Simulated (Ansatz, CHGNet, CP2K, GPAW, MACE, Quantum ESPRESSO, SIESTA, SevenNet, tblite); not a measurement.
**Σ7 (111) twist boundary in a MgS-YS solid solution (84 atoms) in GPAW**

How near does GPAW come to plane waves for Σ7 (111) twist boundary in a MgS-YS solid solution (84 atoms)?

Program: GPAW 26.7.0. Level of theory: the method is named at each step. Results are calculated unless marked as measured.

## (1) The starting structure

The cell holds 84 atoms: 38 Mg, 42 S and 4 Y. Cell: a = 9.782 Å, b = 9.782 Å, c = 19.373 Å, α = 90.0°, β = 90.0°, γ = 120.0°. Rock-salt MgS lattice (a = 5.2289 Å, the value set for the mixture); two grains turned against each other by 38.21 deg about [111]; 1 x 1 coincidence cells, 1 lattice periods a grain, two boundaries a cell, upper grain shifted by [0, 0] of the boundary cell and opened by 0.63 Å, no atom removed; 4 of 42 Mg sites given to Y at random (lattice constant by Vegard's rule between MgS and YS); not relaxed, displaced by a Gaussian of 0.02 Å. Then every atom was moved at random, 0.05 Å r.m.s. a Cartesian component. Regions: lower grain, 42 atoms (20 Mg, 21 S and 1 Y); upper grain, 42 atoms (18 Mg, 21 S and 3 Y). The structure's axis is c.

The yardstick, on the same geometry:

* method: Kohn-Sham DFT, PBE, SSSP efficiency 1.3.0 pseudopotentials, plane waves (Quantum ESPRESSO 7.5); sssp-pbe-1.3.0-efficiency, cutoffs 45/360 Ry, Γ point
* r.m.s. force component: 0.7976 eV/Å
* longest force: 6.324 eV/Å
* pressure: 2.814 GPa
* time: 5.5 min on 4 MPI ranks of Intel Xeon Platinum 8259CL at 2.50GHz (Skylake/Cascade Lake), shared host
* CPU time: 22 min

## (2) PBE, LCAO dzp, h 0.2 Å, other mixer settings

Method: Kohn-Sham DFT, PBE, PAW, atomic orbitals (dzp).

File run.py:

```python
import numpy as np
from ase.io import read
from gpaw import GPAW, FermiDirac, Mixer

atoms = read("structure.xyz")
atoms.calc = GPAW(
    mode="lcao",
    basis="dzp",
    h=0.2,
    xc="PBE",
    kpts={"size": (1, 1, 1), "gamma": True},
    occupations=FermiDirac(0.05),
    mixer=Mixer(0.03, 7, 100),
    maxiter=200,
    symmetry={"point_group": False},
    txt="gpaw.txt",
)
energy = atoms.get_potential_energy(force_consistent=True)
forces = atoms.get_forces()
print(f"energy {energy:.6f} eV")
print("forces (eV/A)")
for i, (a, f) in enumerate(zip(atoms, forces)):
    print(f"{i:4d} {a.symbol:2s} {f[0]:10.5f} {f[1]:10.5f} {f[2]:10.5f}")
print(f"Fermi level {atoms.calc.get_fermi_level():.4f} eV")
for k in range(len(atoms.calc.get_ibz_k_points())):
    for s in range(atoms.calc.get_number_of_spins()):
        e = atoms.calc.get_eigenvalues(kpt=k, spin=s)
        n = np.searchsorted(e, atoms.calc.get_fermi_level())
        print(f"k {k} spin {s} levels about the Fermi level:", np.round(e[max(n - 6, 0):n], 4).tolist(), "|", np.round(e[n:n + 6], 4).tolist())
```

File structure.xyz:

```xyz
84
Lattice="9.78238 0.00000 0.00000 -4.89119 8.47179 0.00000 0.00000 0.00000 19.37344" Properties=species:S:1:pos:R:3 pbc="T T T"
Mg 5.64248 4.80384 0.02751
S -2.10590 5.23260 1.61265
Mg 6.29682 1.12844 0.02635
S 8.37739 1.67462 1.53205
Mg 7.05447 3.20251 3.10401
S -0.79394 3.57781 4.45977
Mg 8.49169 1.58694 6.09217
S 0.72991 1.99316 7.55932
Mg 2.13359 6.06318 19.35000
S 4.22677 6.41535 1.55859
Mg 2.76010 8.09801 2.98254
S -4.87270 8.45163 4.57601
Mg 2.74909 2.49130 0.01589
S 4.74445 2.83144 1.50222
Mg 3.41488 4.43862 3.04550
S 5.66033 4.91050 4.61611
Mg 4.13418 6.43576 6.02185
S -3.49784 6.85037 7.48144
Y 4.20975 0.76043 3.14799
S 6.31399 1.10548 4.47720
Mg 4.90420 2.86228 5.99337
S 6.91644 3.22131 7.55351
Mg -1.37134 7.30870 0.02557
S 0.64172 7.61868 1.53941
Mg -0.63135 3.63304 19.30835
S 1.34664 4.00462 1.46386
Mg 0.03688 5.68847 2.91609
S 2.13828 6.16399 4.48146
Mg 0.67978 7.66223 6.13208
S 2.71755 8.04651 7.47931
Mg 9.76624 0.01254 19.35135
S 2.09377 0.39453 1.47161
Mg 0.72531 2.03535 2.97595
S 2.82911 2.49401 4.50006
Mg 1.50927 4.09569 6.15940
S 3.36308 4.37331 7.51321
Mg 2.13266 0.45121 6.16056
S 4.11457 0.77822 7.62887
Mg -3.39674 6.90332 2.95619
S -1.42583 7.23398 4.50200
Mg -2.19101 5.31054 6.01352
S 0.04016 5.55809 7.51166
Mg 1.32869 7.35665 9.61756
S 7.61612 0.41249 11.34257
Mg 4.19464 4.85239 9.63538
S 5.52122 6.36359 11.16588
Mg 3.47524 6.86681 12.80914
S 9.74428 0.03092 14.20170
Mg 7.07124 2.41878 9.66463
S -1.38827 4.04350 11.18622
Mg 6.29653 4.41787 12.74017
S -2.01713 6.06089 14.13021
Mg 5.62091 6.46338 15.75254
S -2.85694 8.04041 17.14414
Mg -2.13168 6.01412 9.68052
S -0.56586 7.53659 11.23330
[... 24 atom lines left out ...]
Mg -1.29753 4.07103 15.71825
S -0.04079 5.61493 17.24992
Mg 1.41189 1.53204 15.75061
S 2.91681 3.23775 17.28246
```

Started as:

```sh
> OMP_NUM_THREADS=1 python run.py > output.txt
```

Output:

```text
energy -339.119042 eV
forces (eV/A)
   0 Mg   -0.23424    0.13621    0.17393
   1 S     0.09335   -0.05373   -1.31998
   2 Mg    0.34294    0.48092    0.20768
   3 S    -0.23078   -0.39093   -0.85630
   4 Mg   -0.67853    0.27814    0.00374
   5 S     1.14412    0.43663    0.33360
   6 Mg   -0.25425    0.23288    0.82470
   7 S    -0.12347    0.20035    0.95040
   8 Mg    0.09734   -0.09421   -1.04500
   9 S    -0.08661    0.01204   -0.86263
  10 Mg    0.89161   -0.18567    0.33576
  11 S     0.28035    0.25079   -0.78467
  12 Mg   -0.01634   -0.67847    0.60264
  13 S     0.90989    0.26027   -0.80056
  14 Mg    0.46847    0.56006    0.28380
  15 S    -0.73708   -0.60200   -1.19163
  16 Mg    0.28429    0.16031    1.01045
  17 S    -0.15527    0.18537    0.99002
  18 Y    -0.48270    0.64602   -0.60809
  19 S     0.63405    0.73219    0.75195
  20 Mg    0.24950    0.23314    1.23330
  21 S     0.02734    0.43476   -1.12647
  22 Mg   -0.31884   -0.47339   -1.45987
  23 S     0.77377   -0.08236   -1.32924
[...]
76 Mg   -0.31378   -0.32934   -1.38926
  77 S    -0.64329    0.63493    0.96974
  78 Mg   -0.17231   -0.40175    0.21371
  79 S     0.11400   -0.04073   -0.49544
  80 Mg   -0.72181   -0.14295    0.98042
  81 S     0.34939    0.15623    1.09663
  82 Mg    0.49966    0.29233    0.93340
  83 S    -0.61405    0.54263   -1.24310
Fermi level 7.2243 eV
k 0 spin 0 levels about the Fermi level: [5.1462, 5.2236, 5.2836, 5.3768, 6.9344, 7.2022] | [7.2746, 7.3379, 7.401, 7.4967, 7.5936, 7.6814]
```

gpaw.txt:

```text
Input parameters:
  mode=LCAO(),
  basis={'default': 'dzp'},
  h=0.2,
  kpts=MonkhorstPack(size=(1, 1, 1), gamma=True),
  maxiter=200,
  mixer=Pulay(name='pulay', nmaxold=7, beta=0.03, weight=100, sigma=0.015, g_ss=None),
  occupations=Occupations(name='fermi-dirac', width=0.05, fixmagmom=False),
  symmetry=Symmetry(point_group=False),
  xc=XC(name='PBE')
Unit cell  # Å
| periodic |         x |        y |         z |   lengths |     angles |
|----------|-----------|----------|-----------|-----------|------------|
|      yes |  9.782380 | 0.000000 |  0.000000 |  9.782380 |  90.000000 |
|      yes | -4.891190 | 8.471790 |  0.000000 |  9.782380 |  90.000000 |
|      yes |  0.000000 | 0.000000 | 19.373440 | 19.373440 | 119.999999 |
Number of symmetries: 1
Symmetry operations  # r_c * U_cc + t_c -> r_c
|   | kind |            matrix            |
|---|------|------------------------------|
| 0 |  E   |  1, 0, 0,  0, 1, 0,  0, 0, 1 |
BZ-sampling:
  Number of BZ points: 1
[... lines left out ...]
  Fermi-Dirac:
[... lines left out ...]
xc functional:
  name: PBE with 2 nearest neighbor stencil
interpolation: tri-quintic # 5. degree polynomial
Initialization done in: 31.603 s
convergence criteria:
- Maximum [total energy] change in last 3 cyles: 0.0005 eV / valence electron
- Maximum integral of absolute [dens]ity change: 0.0001 electrons / valence electron
- Maximum integral of absolute [eigenst]ate change: 4e-08 eV^2 / valence electron
maximum number of iterations: 200
SCF iterations
|iter     |      energy | eigst |  dens |
|---------|-------------|-------|-------|
|iter:   1| -346.475861 |      c|       |
|iter:   2| -345.321580 |      c| -1.26 |
|iter:   3| -340.845399 |      c| -1.28 |
|iter:   4| -339.910284 |      c| -1.41 |
|iter:   5| -339.278645 |      c| -1.47 |
|iter:   6| -339.735593 |      c| -1.59 |
|iter:   7| -339.292640 |      c| -1.68 |
|iter:   8| -339.071828 |      c| -1.82 |
|iter:   9| -339.028097c|      c| -1.88 |
|iter:  10| -339.080937c|      c| -1.90 |
|iter:  11| -339.157347c|      c| -2.08 |
[...]
|iter:  24| -339.031763c|      c| -3.90 |
|iter:  25| -339.031789c|      c| -3.92 |
|iter:  26| -339.031769c|      c| -4.27c|
Converged in 26 steps
SCF loop duration: 1034.549 s (39.790 s/step)
Energy contributions relative to reference atoms: (reference = -1031472.077197)
Energy contributions:
  Kinetic:         680.268543
  Coulomb:        -584.801961
  Zero:              3.611585
  External:          0.000000
  Xc:             -438.022663
  Entropy:          -0.174546
  Spinorbit:         0.000000
  ----------------------------
  Free energy:    -339.119042
  Extrapolated:   -339.031769
dipole moment: (52.246436, -41.191072, -33.034133)  # |e|*Ang
Fermi level: 7.224
Eigenvalues  # (at kpt = [0.000, 0.000, 0.000])
| band index |      eig [eV] | occ [0-2] |
|------------|---------------|-----------|
|          0 |       -71.251 |     2.000 |
|        ... |               |           |
|        330 |         4.395 |     2.000 |
|        331 |         4.485 |     2.000 |
[...]
|        345 |         7.769 |     0.000 |
|        ... |               |           |
|        409 |        11.117 |     0.000 |
Gap: 0.072 eV
Transition (v -> c):
  (s=0, k=0, n=337, [0.00, 0.00, 0.00]) -> (s=0, k=0, n=338, [0.00, 0.00, 0.00])
No difference between direct/indirect transitions
Force computation time: 107.823  # s
timing:  # [seconds]
  Total:  1174.035  # ━━━━━━━━━━━━━━━━━━━━━━━━━━━━━━━━━━━━━━━━━━━━━━━━━━━━━━━
  Init:     31.602  # ━╸
  SCF:    1034.549  # ━━━━━━━━━━━━━━━━━━━━━━━━━━━━━━━━━━━━━━━━━━━━━━━━╸
  Forces:  107.823  # ━━━━━
```

The job ended after 20 min (1 thread of Intel Xeon Platinum 8259CL at 2.50GHz (Skylake/Cascade Lake), shared host; peak memory 1.7 GiB).

Banners, paths, timers and routine set-up lines are dropped from the logs unmarked, and long logs keep their key lines alone; longer cuts are marked.

Against the reference:

| Item | Value |
| --- | --- |
| r.m.s. force component | 0.8477 eV/Å |
| r.m.s. difference of force components | 70.75 meV/Å |
| longest difference of force vectors | 288.8 meV/Å |
| force difference over r.m.s. force | 8.87 % |
| slope of forces against the reference's | 1.061 |
| correlation of force components | 0.9982 |

Length of the force difference by element (eV/Å):

```
element  atoms  mean  most
     Mg     38  0.12  0.29
      S     42  0.10  0.25
      Y      4  0.13  0.20
```

A closer look about S38, which bears the longest force: 9 atoms, nearest first, numbered in the order of the input, with positions taken from that point.

```
atom      x      y      z  distance (Å)  bonds     Fx     Fy  Fz (eV/Å)
 S38   0.00   0.00   0.00          0.00      4   2.31  -1.65      -5.91
 Y65  -0.54   0.53   2.06          2.20      4  -2.41  -0.38       2.59
Mg37  -1.98  -0.33  -1.47          2.49      6  -0.66  -0.38       0.42
Mg29   1.46  -1.59  -1.50          2.62      6   0.00  -0.37       0.62
Mg21   0.79   2.08  -1.64          2.76      6   0.25   0.23       1.23
Mg43   2.11  -1.89   1.99          3.46      4   0.49   0.09      -1.21
  S8  -3.38   1.21  -0.07          3.60      4  -0.12   0.20       0.95
 S18  -2.72  -2.40  -0.15          3.63      4  -0.16   0.19       0.99
 S36  -0.75   3.60  -0.12          3.67      4   1.16  -0.24       0.20
```

Atoms are counted from 1 here, from 0 in the log.

Forces lie 8.9 % from the reference's, at 0.89 times its CPU time (on 1 against 4 cores).

Further runs of this program without a result: GPAW PBE, LCAO dzp, h 0.2 Å (cut off at its time limit); GPAW PBE, LCAO szp(dzp), h 0.2 Å (cut off at its time limit).

## (3) Outcome

| Item | Value |
| --- | --- |
| force difference from the reference | GPAW PBE, LCAO dzp, h 0.2 Å, other mixer settings, 8.9 % |
| its CPU time | 20 min |

What this shows: The PBE run in local orbitals differs by 8.9 % (GPAW PBE, LCAO dzp, h 0.2 Å, other mixer settings); basis, grid and potentials can all enter. The potentials hold different valence shells: 372 electrons in the reference, 676 in GPAW; this bears on time and differences. The host structure and its lattice constant were typed by rule, without a check against the phase diagram. The reference's pressure of 2.8 GPa belongs to a cell and atoms that aren't relaxed at this level. The electronic-structure runs sample only Γ, in a cell whose shortest periodic width is 8 Å, which is coarse for a cell with partly filled levels.

[Also dropped from logs without a mark: logging warnings of Python, and SIESTA's first energy breakdown and zero terms.]

[Logs are printed without paths, hosts, clocks, repeated set-up lines and the standing remarks that a program may print on its own settings, such as how far it seeks lower states.]

[Hosts, paths, dates, database ids (printed as entryN), source tags and the programs' standing remarks are cut or masked in the printed files.]
